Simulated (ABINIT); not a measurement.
**CsSnI3 (Pm-3m): G0W0 in ABINIT against the bands in the self-energy**

Wanted: the cheapest bands in the self-energy that holds the gap of CsSnI3 (Pm-3m).

Calculated with ABINIT 10.8.3; PBE and many-body steps on it, plane waves.

**1. The starting structure**

It takes space group Pm-3m (No. 221, cubic). Conventional cell: a = 6.286 Å, b = 6.286 Å, c = 6.286 Å, α = 90.00°, β = 90.00°, γ = 90.00°. Cs has 12 I at 4.45 Å nearest. Sn has 6 I at 3.14 Å nearest. I has 2 Sn at 3.14 Å and 4 Cs at 4.45 Å nearest. Farther neighbours and most contacts between anions are not listed.

The cell and positions are those that the Materials Project relaxed with its own functionals (PBE, PBE+U or r2SCAN), kept fixed. Spin-orbit coupling is left out unless a step names it.

**2. Screening, 2×2×2 mesh, 586 bands, screening to 176.9 eV**

This step: ABINIT 10.8.3; RPA screening on PBE, plane waves, norm-conserving pseudopotentials.

The RPA dielectric matrix is built and inverted for each q.

Input file run.abi:

```
acell 3*1.0 Angstrom
rprim 
  6.286228000000 0.000000000000 0.000000000000
  0.000000000000 6.286228000000 0.000000000000
  0.000000000000 0.000000000000 6.286228000000
ntypat 3
znucl 55 50 53
natom 5
typat 1 2 3 3 3
xred 
  0.500000000000 0.500000000000 0.500000000000
  0.000000000000 0.000000000000 0.000000000000
  0.500000000000 0.000000000000 0.000000000000
  0.000000000000 0.000000000000 0.500000000000
  0.000000000000 0.500000000000 0.000000000000
pp_dirpath "pseudos"
pseudos "Cs.upf, Sn.upf, I.upf"
ecut 32
ngkpt 2 2 2
nshiftk 1
shiftk 0 0 0
kptopt 1
chksymbreak 0
istwfk *1
occopt 1
irdwfk 1
optdriver 3
nband 586
ecuteps 6.5
inclvkb 2
awtr 1
symchi 1
indata_prefix "in"
outdata_prefix "out"
tmpdata_prefix "tmp"
```

Started as:

```sh
> OMP_NUM_THREADS=1 mpirun -n 8 abinit run.abi > log
```

Output:

```text
.Version 10.8.3 of ABINIT. v10.8.2 released Aug 2026.

 Symmetries : space group Pm -3 m (#221); Bravais cP (primitive cubic)
[... echo of the input left out ...]
== DATASET  1 ==================================================================
-   mpi_nproc: 8, omp_nthreads: 1 (-1 if OMP is not activated)

--- !DatasetInfo
iteration_state: {dtset: 1, }
dimensions: {natom: 5, nkpt: 4, mband: 586, nsppol: 1, nspinor: 1, nspden: 1, mpw: 14592, }
cutoff_energies: {ecut:  32.0, pawecutdg:  -1.0, }
electrons: {nelect:   4.40000000E+01, charge:   0.00000000E+00, occopt:   1.00000000E+00, tsmear:   1.00000000E-02, }

 SCREENING: Calculation of the susceptibility and dielectric matrices

 Based on a program developped by R.W. Godby, V. Olevano, G. Onida, and L. Reining.
 Incorporated in ABINIT by V. Olevano, G.-M. Rignanese, and M. Torrent.
.Using double precision arithmetic ; gwpc =  8

[... cell and pseudopotentials left out ...]
--------------------------------------------------------------------------------

 ==== K-mesh for the wavefunctions ====
 Number of points in the irreducible wedge :     4
[... list of points left out ...]
 Together with 48 symmetry operations and time-reversal symmetry
 yields     8 points in the full Brillouin Zone.

 ==== Q-mesh for the screening function ====
 Number of points in the irreducible wedge :     4
[... list of points left out ...]
 Together with 48 symmetry operations and time-reversal symmetry
 yields     8 points in the full Brillouin Zone.

 setmesh: FFT mesh size selected  =    45x   45x   45
          total number of points  =        91125

 vcoul_init : cutoff-mode = AUXILIARY_FUNCTION
 q-points for optical limit:   1
     1)      0.000010    0.000020    0.000030

- screening: taking advantage of time-reversal symmetry
- Maximum band index for partially occupied states nbvw = 22
- Remaining bands to be divided among processors   nbcw = 564
- Number of bands treated by each node ~70

 Number of electrons calculated from density =   44.0000; Expected =   44.0000
 average of density, n =  0.026247
 r_s =    2.0874
 omega_plasma =   15.6278 [eV]

 calculating chi0 at frequencies [eV] :
  1    0.000000E+00    0.000000E+00
  2    0.000000E+00    1.562782E+01

--------------------------------------------------------------------------------
  q-point number  1        q = ( 0.000000, 0.000000, 0.000000) [r.l.u.]
--------------------------------------------------------------------------------
[... chi0 elements left out ...]
 For q-point:  0.000010 0.000020 0.000030
  dielectric constant = 115.3378
  dielectric constant without local fields = 142.5529

  Average fulfillment of the sum rule on Im[epsilon] for q-point    1 :    105.63  [%]
[... wings left out ...]
  q-point number  2        q = ( 0.500000, 0.000000, 0.000000) [r.l.u.]
--------------------------------------------------------------------------------
[... chi0 elements left out ...]
  Average fulfillment of the sum rule on Im[epsilon] for q-point    2 :    110.74  [%]

 [... 2 further q-points ...]
```

The job ended after 4.4 min (8 MPI ranks of Intel Xeon Platinum 8488C (Sapphire Rapids), shared host; peak memory 7.3 GiB).

Numbers from this step:

```
ε∞ with local fields, on this mesh, along the program's q direction : 115.3
the same without local fields                                       : 142.6
plasma frequency                                                    : 15.63 eV
plane waves in the screening matrix                                 : 1357
```

Local fields lower ε∞ by 19 %. The value itself is an artefact of the mesh, where one narrow direct gap carries too much weight.

**3. 30 bands**

This step: G0W0 on PBE, plane waves, norm-conserving pseudopotentials.

run.abi: that of step 2 with these lines changed.

```diff
@@ -26,8 +26,17 @@
 irdwfk 1
-optdriver 3
-nband 586
+optdriver 4
+nband 30
+gwcalctyp 0
+ecutsigx 32
+symsigma 1
+nkptgw 2
+kptgw 
+  0.5000000000 0.5000000000 0.5000000000
+  0.0000000000 0.0000000000 0.0000000000
+bdgw 
+  19 25
+  20 25
 ecuteps 6.5
-inclvkb 2
-awtr 1
-symchi 1
+irdscr 1
+ppmodel 1
 indata_prefix "in"
```

Output:

```text
.Version 10.8.3 of ABINIT. v10.8.2 released Aug 2026.

 Symmetries : space group Pm -3 m (#221); Bravais cP (primitive cubic)
[... echo of the input left out ...]
== DATASET  1 ==================================================================
-   mpi_nproc: 8, omp_nthreads: 1 (-1 if OMP is not activated)

--- !DatasetInfo
iteration_state: {dtset: 1, }
dimensions: {natom: 5, nkpt: 4, mband: 30, nsppol: 1, nspinor: 1, nspden: 1, mpw: 14592, }
cutoff_energies: {ecut:  32.0, pawecutdg:  -1.0, }
electrons: {nelect:   4.40000000E+01, charge:   0.00000000E+00, occopt:   1.00000000E+00, tsmear:   1.00000000E-02, }

 SIGMA: Calculation of the GW corrections

 Based on a program developped by R.W. Godby, V. Olevano, G. Onida, and L. Reining.
 Incorporated in ABINIT by V. Olevano, G.-M. Rignanese, and M. Torrent.
.Using double precision arithmetic ; gwpc =  8

[... cell and pseudopotentials left out ...]
--------------------------------------------------------------------------------

 ==== K-mesh for the wavefunctions ====
 Number of points in the irreducible wedge :     4
[... list of points left out ...]
 Together with 48 symmetry operations and time-reversal symmetry
 yields     8 points in the full Brillouin Zone.

 ==== Q-mesh for screening function ====
 Number of points in the irreducible wedge :     4
[... list of points left out ...]
 Together with 48 symmetry operations and time-reversal symmetry
 yields     8 points in the full Brillouin Zone.

 vcoul_init : cutoff-mode = AUXILIARY_FUNCTION
 q-points for optical limit:   1
     1)      0.000010    0.000020    0.000030
 setmesh: FFT mesh size selected  =    64x   64x   64
          total number of points  =       262144

 Number of electrons calculated from density =   44.0000; Expected =   44.0000
 average of density, n =  0.026247
 r_s =    2.0874
 omega_plasma =   15.6278 [eV]

 === KS Band Gaps ===
  >>>> For spin  1
   Minimum direct gap =   0.4710 [eV], located at k-point      :   0.5000  0.5000  0.5000
   Fundamental gap    =   0.4710 [eV], Top of valence bands at :   0.5000  0.5000  0.5000
                                       Bottom of conduction at :   0.5000  0.5000  0.5000
 SIGMA fundamental parameters:
 PLASMON POLE MODEL  1
 number of plane-waves for SigmaX                14411
 number of plane-waves for SigmaC and W           1357
 number of plane-waves for wavefunctions         14411
 number of bands                                    30
 number of independent spin polarizations            1
 number of spinorial components                      1
 number of k-points in IBZ                           4
 number of q-points in IBZ                           4
 number of symmetry operations                      48
 number of k-points in BZ                            8
 number of q-points in BZ                            8
 number of frequencies for dSigma/dE                 9
 frequency step for dSigma/dE [eV]                0.25
 number of omega for Sigma on real axis              0
 max omega for Sigma on real axis  [eV]           0.00
 zcut for avoiding poles [eV]                     0.10

 EPSILON^-1 parameters (SCR file):
 dimension of the eps^-1 matrix on file           1357
 dimension of the eps^-1 matrix used              1357
 number of plane-waves for wavefunctions         14411
 number of bands                                   586
 number of q-points in IBZ                           4
 number of frequencies                               2
 number of real frequencies                          1
 number of imag frequencies                          1

 matrix elements of self-energy operator (all in [eV])

 Perturbative Calculation

--- !SelfEnergy_ee
iteration_state: {dtset: 1, }
kpoint     : [   0.500,    0.500,    0.500, ]
spin       : 1
KS_gap     :    0.471
QP_gap     :    0.675
Delta_QP_KS:    0.204
data: !SigmaeeData |
     Band     E0 <VxcDFT>   SigX SigC(E0)      Z dSigC/dE  Sig(E)    E-E0       E
       19   0.434 -11.246 -14.014   3.933   0.792  -0.262 -10.323   0.923   1.357
       20   0.434 -11.246 -14.014   3.933   0.792  -0.262 -10.323   0.923   1.357
       21   0.434 -11.246 -14.014   3.933   0.792  -0.262 -10.323   0.923   1.357
       22   1.957 -12.174 -13.643   2.906   0.804  -0.244 -11.019   1.155   3.111
       23   2.428  -9.575  -6.406  -1.487   0.808  -0.238  -8.216   1.359   3.786
       24   2.428  -9.575  -6.406  -1.487   0.808  -0.238  -8.216   1.359   3.786
[...]
--- !SelfEnergy_ee
iteration_state: {dtset: 1, }
kpoint     : [   0.000,    0.000,    0.000, ]
spin       : 1
KS_gap     :    4.306
QP_gap     :    4.700
Delta_QP_KS:    0.395
data: !SigmaeeData |
     Band     E0 <VxcDFT>   SigX SigC(E0)      Z dSigC/dE  Sig(E)    E-E0       E
[...]
23   4.321  -5.729  -2.349  -1.930   0.856  -0.168  -4.488   1.241   5.562
       24   5.326  -6.045  -2.592  -1.699   0.861  -0.161  -4.534   1.511   6.837
       25   5.326  -6.045  -2.592  -1.699   0.861  -0.161  -4.534   1.511   6.837

== END DATASET(S) ==============================================================
================================================================================

 -outvars: echo values of variables after computation  --------
           etotal      0.0000000000E+00
            nband          30
             nkpt           4
          spgroup         221
 [... the other variables as echoed above ...]

 Calculation completed.
```

Elapsed: 24 s, on 8 MPI ranks; peak memory 5.9 GiB.

This step gave:

```
G0W0 gap on the points computed              : 0.6750 eV
starting gap on the mesh                     : 0.4710 eV
k of the valence top                         : 0.5, 0.5, 0.5
k of the conduction bottom                   : 0.5, 0.5, 0.5
Z at the valence top                         : 0.804
Z at the conduction bottom                   : 0.808
least direct G0W0 gap on the computed points : 0.6750 eV
```

**4. 39 bands**

run.abi: that of step 3 with these lines changed.

```diff
@@ -27,3 +27,3 @@
 optdriver 4
-nband 30
+nband 39
 gwcalctyp 0
```

Output:

```text
.Version 10.8.3 of ABINIT. v10.8.2 released Aug 2026.

 Symmetries : space group Pm -3 m (#221); Bravais cP (primitive cubic)
[... echo of the input left out ...]
== DATASET  1 ==================================================================
-   mpi_nproc: 8, omp_nthreads: 1 (-1 if OMP is not activated)

--- !DatasetInfo
iteration_state: {dtset: 1, }
dimensions: {natom: 5, nkpt: 4, mband: 39, nsppol: 1, nspinor: 1, nspden: 1, mpw: 14592, }
cutoff_energies: {ecut:  32.0, pawecutdg:  -1.0, }
electrons: {nelect:   4.40000000E+01, charge:   0.00000000E+00, occopt:   1.00000000E+00, tsmear:   1.00000000E-02, }

 SIGMA: Calculation of the GW corrections

 Based on a program developped by R.W. Godby, V. Olevano, G. Onida, and L. Reining.
 Incorporated in ABINIT by V. Olevano, G.-M. Rignanese, and M. Torrent.
.Using double precision arithmetic ; gwpc =  8

[... cell and pseudopotentials left out ...]
--------------------------------------------------------------------------------

 ==== K-mesh for the wavefunctions ====
 Number of points in the irreducible wedge :     4
[... list of points left out ...]
 Together with 48 symmetry operations and time-reversal symmetry
 yields     8 points in the full Brillouin Zone.

 ==== Q-mesh for screening function ====
 Number of points in the irreducible wedge :     4
[... list of points left out ...]
 Together with 48 symmetry operations and time-reversal symmetry
 yields     8 points in the full Brillouin Zone.

 vcoul_init : cutoff-mode = AUXILIARY_FUNCTION
 q-points for optical limit:   1
     1)      0.000010    0.000020    0.000030
 setmesh: FFT mesh size selected  =    64x   64x   64
          total number of points  =       262144

 Number of electrons calculated from density =   44.0000; Expected =   44.0000
[...]
number of omega for Sigma on real axis              0
 max omega for Sigma on real axis  [eV]           0.00
 zcut for avoiding poles [eV]                     0.10

 EPSILON^-1 parameters (SCR file):
 dimension of the eps^-1 matrix on file           1357
 dimension of the eps^-1 matrix used              1357
 number of plane-waves for wavefunctions         14411
 number of bands                                   586
 number of q-points in IBZ                           4
 number of frequencies                               2
 number of real frequencies                          1
 number of imag frequencies                          1

 matrix elements of self-energy operator (all in [eV])

 Perturbative Calculation

--- !SelfEnergy_ee
iteration_state: {dtset: 1, }
kpoint     : [   0.500,    0.500,    0.500, ]
spin       : 1
KS_gap     :    0.471
QP_gap     :    0.640
Delta_QP_KS:    0.169
data: !SigmaeeData |
     Band     E0 <VxcDFT>   SigX SigC(E0)      Z dSigC/dE  Sig(E)    E-E0       E
       19   0.434 -11.246 -14.014   3.651   0.786  -0.273 -10.552   0.694   1.128
       20   0.434 -11.246 -14.014   3.651   0.786  -0.273 -10.552   0.694   1.128
       21   0.434 -11.246 -14.014   3.651   0.786  -0.273 -10.552   0.694   1.128
[...]
--- !SelfEnergy_ee
iteration_state: {dtset: 1, }
kpoint     : [   0.000,    0.000,    0.000, ]
spin       : 1
KS_gap     :    4.306
QP_gap     :    4.372
Delta_QP_KS:    0.066
data: !SigmaeeData |
     Band     E0 <VxcDFT>   SigX SigC(E0)      Z dSigC/dE  Sig(E)    E-E0       E
[...]
24   5.326  -6.045  -2.592  -2.305   0.839  -0.192  -5.082   0.963   6.289
       25   5.326  -6.045  -2.592  -2.305   0.839  -0.192  -5.082   0.963   6.289

== END DATASET(S) ==============================================================
================================================================================

 -outvars: echo values of variables after computation  --------
           etotal      0.0000000000E+00
            nband          39
             nkpt           4
          spgroup         221
 [... the other variables as echoed above ...]

 Calculation completed.
```

Run time: 28 s. Hardware: 8 MPI ranks; peak memory 6 GiB.

This step gave:

```yaml
g0w0_gap_on_the_points_computed: 0.6400 eV
starting_gap_on_the_mesh: 0.4710 eV
k_of_the_valence_top: 0.5, 0.5, 0.5
k_of_the_conduction_bottom: 0.5, 0.5, 0.5
z_at_the_valence_top: 0.798
z_at_the_conduction_bottom: 0.8
least_direct_g0w0_gap_on_the_computed_points: 0.6400 eV
```

**5. 72 bands**

run.abi: that of step 4 with these lines changed.

```diff
@@ -27,3 +27,3 @@
 optdriver 4
-nband 39
+nband 72
 gwcalctyp 0
```

Output:

```text
.Version 10.8.3 of ABINIT. v10.8.2 released Aug 2026.

 Symmetries : space group Pm -3 m (#221); Bravais cP (primitive cubic)
[... echo of the input left out ...]
== DATASET  1 ==================================================================
-   mpi_nproc: 8, omp_nthreads: 1 (-1 if OMP is not activated)

--- !DatasetInfo
iteration_state: {dtset: 1, }
dimensions: {natom: 5, nkpt: 4, mband: 72, nsppol: 1, nspinor: 1, nspden: 1, mpw: 14592, }
cutoff_energies: {ecut:  32.0, pawecutdg:  -1.0, }
electrons: {nelect:   4.40000000E+01, charge:   0.00000000E+00, occopt:   1.00000000E+00, tsmear:   1.00000000E-02, }

 SIGMA: Calculation of the GW corrections

 Based on a program developped by R.W. Godby, V. Olevano, G. Onida, and L. Reining.
 Incorporated in ABINIT by V. Olevano, G.-M. Rignanese, and M. Torrent.
.Using double precision arithmetic ; gwpc =  8

[... cell and pseudopotentials left out ...]
--------------------------------------------------------------------------------

 ==== K-mesh for the wavefunctions ====
 Number of points in the irreducible wedge :     4
[... list of points left out ...]
 Together with 48 symmetry operations and time-reversal symmetry
 yields     8 points in the full Brillouin Zone.

 ==== Q-mesh for screening function ====
 Number of points in the irreducible wedge :     4
[... list of points left out ...]
 Together with 48 symmetry operations and time-reversal symmetry
 yields     8 points in the full Brillouin Zone.

 vcoul_init : cutoff-mode = AUXILIARY_FUNCTION
 q-points for optical limit:   1
     1)      0.000010    0.000020    0.000030
 setmesh: FFT mesh size selected  =    64x   64x   64
          total number of points  =       262144

 Number of electrons calculated from density =   44.0000; Expected =   44.0000
[...]
number of omega for Sigma on real axis              0
 max omega for Sigma on real axis  [eV]           0.00
 zcut for avoiding poles [eV]                     0.10

 EPSILON^-1 parameters (SCR file):
 dimension of the eps^-1 matrix on file           1357
 dimension of the eps^-1 matrix used              1357
 number of plane-waves for wavefunctions         14411
 number of bands                                   586
 number of q-points in IBZ                           4
 number of frequencies                               2
 number of real frequencies                          1
 number of imag frequencies                          1

 matrix elements of self-energy operator (all in [eV])

 Perturbative Calculation

--- !SelfEnergy_ee
iteration_state: {dtset: 1, }
kpoint     : [   0.500,    0.500,    0.500, ]
spin       : 1
KS_gap     :    0.471
QP_gap     :    0.716
Delta_QP_KS:    0.245
data: !SigmaeeData |
     Band     E0 <VxcDFT>   SigX SigC(E0)      Z dSigC/dE  Sig(E)    E-E0       E
       19   0.434 -11.246 -14.014   2.986   0.774  -0.292 -11.077   0.169   0.603
       20   0.434 -11.246 -14.014   2.986   0.774  -0.292 -11.077   0.169   0.603
       21   0.434 -11.246 -14.014   2.986   0.774  -0.292 -11.077   0.169   0.603
[...]
--- !SelfEnergy_ee
iteration_state: {dtset: 1, }
kpoint     : [   0.000,    0.000,    0.000, ]
spin       : 1
KS_gap     :    4.306
QP_gap     :    4.532
Delta_QP_KS:    0.226
data: !SigmaeeData |
     Band     E0 <VxcDFT>   SigX SigC(E0)      Z dSigC/dE  Sig(E)    E-E0       E
[...]
24   5.326  -6.045  -2.592  -2.914   0.824  -0.214  -5.601   0.444   5.771
       25   5.326  -6.045  -2.592  -2.914   0.824  -0.214  -5.601   0.444   5.771

== END DATASET(S) ==============================================================
================================================================================

 -outvars: echo values of variables after computation  --------
           etotal      0.0000000000E+00
            nband          72
             nkpt           4
          spgroup         221
 [... the other variables as echoed above ...]

 Calculation completed.
```

It took 43 s on 8 MPI ranks; peak memory 6.2 GiB.

This step gave:

```
G0W0 gap on the points computed              : 0.7160 eV
starting gap on the mesh                     : 0.4710 eV
k of the valence top                         : 0.5, 0.5, 0.5
k of the conduction bottom                   : 0.5, 0.5, 0.5
Z at the valence top                         : 0.784
Z at the conduction bottom                   : 0.788
least direct G0W0 gap on the computed points : 0.7160 eV
```

(Continued in part 2 of 2.)

[Paths, hosts, dates, memory and timing lines, banners, echoed tables and standing remarks are left out of the program output.]

[Logs are printed without paths, hosts, clocks, repeated set-up lines and the standing remarks that a program may print on its own settings, such as how far it seeks lower states.]

[Runs of the session that timed out or met a known fault of the program may be left out.]

[No measured gap is set beside runs whose start may be inverted or whose files or cutoffs have a known fault.]

[Hosts, paths, dates, database ids (printed as entryN), source tags and the programs' standing remarks are cut or masked in the printed files.]

[G0W0 gaps are taken among the corrected bands and points alone; a level outside them can change the order at an edge.]

[Where Ansatz stands beside ABINIT at settings called matched, ABINIT's density can come from a denser mesh and the files from another edition; pairs whose starting gaps differed by over 0.03 eV were left out, so agreement reads better than it is.]
